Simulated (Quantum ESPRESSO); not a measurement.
# The valence band of WC as photoemission sees it, part 13 of 15

Wanted: projected DOS of WC, weighted into photoemission and X-ray emission spectra, at several levels of theory.

Quantum ESPRESSO 7.5; DFT, PBE, plane waves, ultrasoft GBRV pseudopotentials, scalar-relativistic (the session's first sound run).

So far. Step 10 (With PBEsol: self-consistent run): The run ends at a pressure of -5.47 GPa. Step 13 (With PBEsol: bands): Of the bands kept, 2 cross the Fermi level on this path.

## (14) Other settings: self-consistent run: diagonalization = "rmm-davidson"

This step: DFT, PBE, plane waves, ultrasoft GBRV pseudopotentials, scalar-relativistic; changed: diagonalization = "rmm-davidson" (Quantum ESPRESSO 7.5).

Some settings are changed to see whether the read-outs move.

scf.in reads:

```
&control
  calculation = 'scf'
  prefix = 'pes'
  outdir = './tmp'
  pseudo_dir = './pp'
  tprnfor = .true.
  tstress = .true.
/
&system
  ibrav = 0
  nat = 2
  ntyp = 2
  ecutwfc = 40.0
  ecutrho = 200.0
  occupations = 'smearing'
  nbnd = 17
  smearing = 'fd'
  degauss = 0.00367
/
&electrons
  conv_thr = 1.2e-08
  mixing_beta = 0.5
  electron_maxstep = 120
  diagonalization = 'rmm-davidson'
/
ATOMIC_SPECIES
W 183.8400 w_pbe_v1.2.uspp.F.UPF
C 12.0110 c_pbe_v1.2.uspp.F.UPF
CELL_PARAMETERS angstrom
 2.906500000 0.000000000 0.000000000
 -1.453250000 2.517102836 0.000000000
 0.000000000 0.000000000 2.836600000
ATOMIC_POSITIONS crystal
W 0.000000000 0.000000000 0.000000000
C 0.666666667 0.333333333 0.500000000
K_POINTS automatic
18 18 14 0 0 0
```

Command:

```console
$ OMP_NUM_THREADS=1 mpirun -n 4 pw.x -nk 4 -in scf.in > scf.out
```

Log:

```text
[banner, memory and clock lines left out]
Program PWSCF v.7.5 starts

          URL

     Message from routine setup:
     using ibrav=0 with symmetry is DISCOURAGED, use correct ibrav instead

     G-vector sticks info

     bravais-lattice index     =            0
     lattice parameter (alat)  =       5.4925  a.u.
     unit-cell volume          =     140.0445 (a.u.)^3
     number of atoms/cell      =            2
     number of atomic types    =            2
     number of electrons       =        18.00
     number of Kohn-Sham states=           17
     kinetic-energy cutoff     =      40.0000  Ry
     charge density cutoff     =     200.0000  Ry
     scf convergence threshold =      1.2E-08
     mixing beta               =       0.5000
     number of iterations used =            8  plain     mixing
     Exchange-correlation= SLA  PW   PBE  PBE
                           (   1   4   3   4   0   0   0)

     celldm(1)=   5.492489  celldm(2)=   0.000000  celldm(3)=   0.000000
     celldm(4)=   0.000000  celldm(5)=   0.000000  celldm(6)=   0.000000

     crystal axes: (cart. coord. in units of alat)
               a(1) = (   1.000000   0.000000   0.000000 )
               a(2) = (  -0.500000   0.866025   0.000000 )
               a(3) = (   0.000000   0.000000   0.975950 )

     reciprocal axes: (cart. coord. in units 2 pi/alat)
               b(1) = (  1.000000  0.577350 -0.000000 )
               b(2) = (  0.000000  1.154701  0.000000 )
               b(3) = (  0.000000 -0.000000  1.024642 )

     PseudoPot. # 1 for W  read from file:
     ./pp/w_pbe_v1.2.uspp.F.UPF
     Pseudo is Ultrasoft + core correction, Zval = 14.0
     Generated by new atomic code, or converted to UPF format
     Using radial grid of  923 points,  8 beta functions with:
                l(1) =   0
                l(2) =   0
                l(3) =   0
                l(4) =   1
                l(5) =   1
                l(6) =   2
                l(7) =   2
                l(8) =   3
     Q(r) pseudized with  6 coefficients,  rinner =    1.350   1.350   1.350
                                                       1.350   1.350   1.350
                                                       1.350

     PseudoPot. # 2 for C  read from file:
     ./pp/c_pbe_v1.2.uspp.F.UPF
     Pseudo is Ultrasoft + core correction, Zval =  4.0
     Generated by new atomic code, or converted to UPF format
     Using radial grid of  721 points,  4 beta functions with:
                l(1) =   0
                l(2) =   0
                l(3) =   1
                l(4) =   1
     Q(r) pseudized with  8 coefficients,  rinner =    1.100   1.100   1.100

     atomic species   valence    mass     pseudopotential
     W                14.00   183.84000     W ( 1.00)
     C                 4.00    12.01100     C ( 1.00)

     12 Sym. Ops. (no inversion) found

   Cartesian axes

     site n.     atom                  positions (alat units)
         1        W      tau(   1) = (   0.0000000   0.0000000   0.0000000  )
         2        C      tau(   2) = (   0.5000000   0.2886751   0.4879752  )

     number of k points=   296  Fermi-Dirac smearing, width (Ry)=  0.0037

     Number of k-points >= 100: set verbosity='high' to print them.

     Dense  grid:     6721 G-vectors     FFT dimensions: (  25,  25,  25)

     Smooth grid:     4761 G-vectors     FFT dimensions: (  24,  24,  24)

     Initial potential from superposition of free atoms

     starting charge      17.8996, renormalised to      18.0000

     negative rho (up, down):  6.451E-02 0.000E+00
     Starting wfcs are   17 randomized atomic wfcs

     per-process dynamical memory:    29.0 Mb

     Self-consistent Calculation

     iteration #  1     ecut=    40.00 Ry     beta= 0.50
     Davidson diagonalization with overlap
     ethr =  1.00E-02,  avg # of iterations =  4.5

     negative rho (up, down):  6.522E-02 0.000E+00

     total energy              =    -170.46403993 Ry
     estimated scf accuracy    <       0.48563846 Ry

     iteration #  2     ecut=    40.00 Ry     beta= 0.50
     Davidson diagonalization with overlap
     ethr =  2.70E-03,  avg # of iterations =  2.0

     negative rho (up, down):  6.667E-02 0.000E+00

     total energy              =    -170.60099965 Ry
     estimated scf accuracy    <       0.24325431 Ry

     iteration #  3     ecut=    40.00 Ry     beta= 0.50
     RMM-DIIS diagonalization
     ethr =  1.35E-03,  avg # of iterations =  2.5

     negative rho (up, down):  6.825E-02 0.000E+00

     total energy              =    -170.64676483 Ry
     estimated scf accuracy    <       0.00187280 Ry

     iteration #  4     ecut=    40.00 Ry     beta= 0.50
     RMM-DIIS diagonalization
     ethr =  1.04E-05,  avg # of iterations =  3.3

     negative rho (up, down):  6.832E-02 0.000E+00

     total energy              =    -170.64708208 Ry
     estimated scf accuracy    <       0.00005498 Ry

     iteration #  5     ecut=    40.00 Ry     beta= 0.50
     Davidson diagonalization with overlap
     ethr =  3.05E-07,  avg # of iterations =  4.1

     negative rho (up, down):  6.819E-02 0.000E+00

     total energy              =    -170.64710509 Ry
     estimated scf accuracy    <       0.00000603 Ry

     iteration #  6     ecut=    40.00 Ry     beta= 0.50
     RMM-DIIS diagonalization
     ethr =  3.35E-08,  avg # of iterations =  2.7

     negative rho (up, down):  6.818E-02 0.000E+00

     total energy              =    -170.64710583 Ry
     estimated scf accuracy    <       0.00000015 Ry

     iteration #  7     ecut=    40.00 Ry     beta= 0.50
     RMM-DIIS diagonalization
     ethr =  8.56E-10,  avg # of iterations =  3.1

     negative rho (up, down):  6.817E-02 0.000E+00

     total energy              =    -170.64710591 Ry
     estimated scf accuracy    <       0.00000002 Ry

     iteration #  8     ecut=    40.00 Ry     beta= 0.50
     RMM-DIIS diagonalization
     ethr =  1.02E-10,  avg # of iterations =  3.0

     negative rho (up, down):  6.816E-02 0.000E+00

     End of self-consistent calculation

     Number of k-points >= 100: set verbosity='high' to print the bands.

     the Fermi energy is    20.6408 ev

!    total energy              =    -170.64710592 Ry
     estimated scf accuracy    <          4.0E-10 Ry
     smearing contrib. (-TS)   =      -0.00016721 Ry
     internal energy E=F+TS    =    -170.64693871 Ry

     The total energy is F=E-TS. E is the sum of the following terms:
     one-electron contribution =     -10.76849489 Ry
     hartree contribution      =      17.08917372 Ry
     xc contribution           =     -44.94496884 Ry
     ewald contribution        =    -132.02264869 Ry

     convergence has been achieved in   8 iterations

     negative rho (up, down):  6.816E-02 0.000E+00

     Forces acting on atoms (cartesian axes, Ry/au):

     atom    1 type  1   force =    -0.00000000   -0.00000000    0.00000000
     atom    2 type  2   force =     0.00000000    0.00000000    0.00000000

     Total force =     0.000000     Total SCF correction =     0.000000

     Computing stress (Cartesian axis) and pressure

     negative rho (up, down):  6.816E-02 0.000E+00
          total   stress  (Ry/bohr**3)                   (kbar)     P=       35.61
   0.00024190  -0.00000000  -0.00000000           35.59       -0.00       -0.00
   0.00000000   0.00024190  -0.00000000            0.00       35.59       -0.00
  -0.00000000  -0.00000000   0.00024241           -0.00       -0.00       35.66

     XML data file, charge density, pseudopotentials, collected wavefunctions

                                        0.00s GPU  (    2427 calls)
```

Wall time 9.7 s (4 MPI ranks of Intel Xeon at 2.60GHz (Ice Lake), shared host); 38 s of CPU time.

This step gave:

```yaml
free_energy: -2321.7722 eV
fermi_energy: 20.64 eV
pressure: 3.561 GPa
```

Against step 2 (now other solver), the free energy stays within 0.05 meV an atom. The two runs end at the same energy.

(Part 13 of 15 ends here.)

[Logs are printed without paths, hosts, clocks, repeated set-up lines and the standing remarks that a program may print on its own settings, such as how far it seeks lower states.]

[Hosts, paths, dates, database ids (printed as entryN), source tags and the programs' standing remarks are cut or masked in the printed files.]

[Maps of the electrostatic potential energy from Ansatz leave out the sawtooth potential of an applied field or a dipole correction, so their vacuum need not be flat; work functions include it.]

[Peak lists hold at most the 14 tallest peaks of each spectrum; further lines can be left out.]
